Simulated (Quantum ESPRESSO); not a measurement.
# Easy axis of Cobalt with Quantum ESPRESSO

Which axis do the moments of Cobalt prefer, and by how much?

Main program and level: Quantum ESPRESSO 7.5; PBE; plane waves with PseudoDojo 0.4.1 SR PBE standard potentials, then spin–orbit coupling on the fully relativistic files of the same set.

The raw output is cut from this account; settings, times and results stay.

**1. The starting structure**

Symmetry: P6_3/mmc, No. 194, hexagonal system. Conventional cell: a = 2.507 Å, b = 2.507 Å, c = 4.070 Å, α = 90.00°, β = 90.00°, γ = 120.00°. Nearest to Co lie 12 Co at 2.50 to 2.51 Å.

**2. Collinear run on scalar-relativistic files**

Input file pw.in:

```
&CONTROL
  calculation = 'scf'
  prefix = 'pwscf'
  outdir = './tmp'
  pseudo_dir = './pseudo'
  disk_io = 'low'
/
&SYSTEM
  ibrav = 0
  celldm(1) = 8
  nat = 2
  ntyp = 1
  ecutwfc = 82
  nbnd = 26
  occupations = 'smearing'
  smearing = 'fd'
  degauss = 0.00367493
  nspin = 2
  starting_magnetization(1) = 0.1176
/
&ELECTRONS
  conv_thr = 4d-11
  electron_maxstep = 150
  mixing_beta = 0.3
/
ATOMIC_SPECIES
Co     58.9332 Co.upf
CELL_PARAMETERS alat
   0.5922874106108    0.0000000000000    0.0000000000000
  -0.2961437053054    0.5129359439191    0.0000000000000
   0.0000000000000    0.0000000000000    0.9613745443268
ATOMIC_POSITIONS crystal
Co      0.3333333333    0.6666666667    0.2500000000
Co      0.6666666667    0.3333333333    0.7500000000
K_POINTS automatic
12 12 12 0 0 0
```

On the command line:

```
OMP_NUM_THREADS=1 mpirun -n 4 pw.x -nk 4 -in pw.in > pw.out
```

It took 62 s on 4 MPI ranks of Arm Neoverse V1, shared host; peak memory 0.42 GiB; 4.1 min of CPU time.

Spin moment in the atom's sphere by atom:

| atom | spin moment in the atom's sphere (μB) |
| --- | --- |
| Co1 | 1.76 |
| Co2 | 1.76 |

Numbers from this step:

| Item | Value |
| --- | --- |
| smearing term TS | 0.01480 eV |
| magnetization | 3.354 μB |
| absolute magnetization | 3.714 μB |
| final state | ferromagnetic |

**3. One pass along [001] on 16×16×16**

Each pass runs in a folder of its own that holds a copy of a collinear save from that input. The collinear spin density is turned to the axis, and its potential is diagonalised once with spin–orbit coupling on fully relativistic PseudoDojo files; the sums over occupied states, with the smearing term, are then compared.

Input file pass.in:

```
&CONTROL
  calculation = 'nscf'
  prefix = 'pwscf'
  outdir = './tmp'
  pseudo_dir = './pseudo_fr'
  disk_io = 'nowf'
/
&SYSTEM
  ibrav = 0
  celldm(1) = 8
  nat = 2
  ntyp = 1
  ecutwfc = 82
  nbnd = 48
  occupations = 'smearing'
  smearing = 'fd'
  degauss = 0.00367493
  noncolin = .true.
  lspinorb = .true.
  lforcet = .true.
  starting_magnetization(1) = 0.1176
  angle1(1) = 0
  angle2(1) = 0
/
&ELECTRONS
  conv_thr = 4d-11
  electron_maxstep = 150
  mixing_beta = 0.3
  startingpot = 'file'
  startingwfc = 'random'
  diago_thr_init = 1d-09
  diago_full_acc = .true.
/
ATOMIC_SPECIES
Co     58.9332 Co.upf
CELL_PARAMETERS alat
   0.5922874106108    0.0000000000000    0.0000000000000
  -0.2961437053054    0.5129359439191    0.0000000000000
   0.0000000000000    0.0000000000000    0.9613745443268
ATOMIC_POSITIONS crystal
Co      0.3333333333    0.6666666667    0.2500000000
Co      0.6666666667    0.3333333333    0.7500000000
K_POINTS automatic
16 16 16 0 0 0
```

On the command line:

```
OMP_NUM_THREADS=1 mpirun -n 4 pw.x -nk 4 -in pass.in > pass.out
```

Wall time 2.7 min (4 MPI ranks); peak memory 0.27 GiB; 11 min of CPU time.

**4. One pass along [100] on 16×16×16**

Edit pass.in of step 3 so:

```diff
@@ -21,3 +21,3 @@
   starting_magnetization(1) = 0.1176
-  angle1(1) = 0
+  angle1(1) = 90
   angle2(1) = 0
```

The job ended after 6.5 min (4 MPI ranks; peak memory 0.27 GiB).

**5. One pass along [210] on 16×16×16**

Edit pass.in of step 4 so:

```diff
@@ -22,3 +22,3 @@
   angle1(1) = 90
-  angle2(1) = 0
+  angle2(1) = 30
 /
```

Wall time 6.5 min (4 MPI ranks); peak memory 0.27 GiB.

**6. The smearing term**

The sum of energies times occupations is what pw.x prints as eband (for fewer than 100 k points). With Fermi–Dirac smearing the quantity to compare holds −TS as well, computed here from the energies and weights in the run's XML file (meV a cell, from the first axis, mesh 16×16×16):

| axis | plain sum | −TS | free energy |
| --- | --- | --- | --- |
| [001] | 0.0000 | 0.0000 | 0.0000 |
| [100] | -0.0165 | 0.0155 | -0.0010 |
| [210] | -0.0165 | 0.0155 | -0.0010 |

**7. Side by side**

A pass yields neither state nor moment: for the force theorem these columns are the collinear run's. Anisotropy, by row:

| way | mesh | axis | state | energy less the first axis' (meV a primitive cell) | largest spin moment (μB) | CPU time (s) |
| --- | --- | --- | --- | --- | --- | --- |
| force theorem | 16x16x16 | [001] | ferromagnetic | 0 | 1.759 | 643.5 |
| force theorem | 16x16x16 | [100] | ferromagnetic | -9.77e-4 | 1.759 | 1559 |
| force theorem | 16x16x16 | [210] | ferromagnetic | -9.80e-4 | 1.759 | 1548 |

**8. Results**

```
state                                         : ferromagnetic
largest spin moment                           : 1.76 μB
easy axis of those tried, on this mesh        : not resolved
energy along [100] less [001] (force theorem) : -9.8e-4 meV a primitive cell, -0.0071 MJ/m³
```

**Reading.** On 16×16×16, leaving out the smearing term would shift a difference by 0.016 meV, against 9.8e-4 meV for the largest. Differences this small usually change with the mesh, so the easy axis is taken as not resolved. One mesh cannot show that the size is converged, and with itinerant moments even the sign can change with the mesh. Shape anisotropy is not included. The moments were started parallel in the primitive cell; if the crystal orders otherwise, its anisotropy is another. The cutoff lies under the 96 Ry that these files are usually run at.

[Long decimals in the printed logs are rounded to 6 places.]

[Logs and program files are shortened in this print: banners, set-up blocks, solver, clock and traceback lines can be left out without a mark of their own.]

[Logs are printed without paths, hosts, clocks, repeated set-up lines and the standing remarks that a program may print on its own settings, such as how far it seeks lower states.]

[Hosts, paths, dates, database ids (printed as entryN), source tags and the programs' standing remarks are cut or masked in the printed files.]

[Where the starting crystal was built by hand or by swapping elements, it need not be the compound's stable phase.]

[Where a cell is said to come from a database of computed structures, the database is the Materials Project.]

[Lattice constants that a cell's source calls measured were typed from memory.]
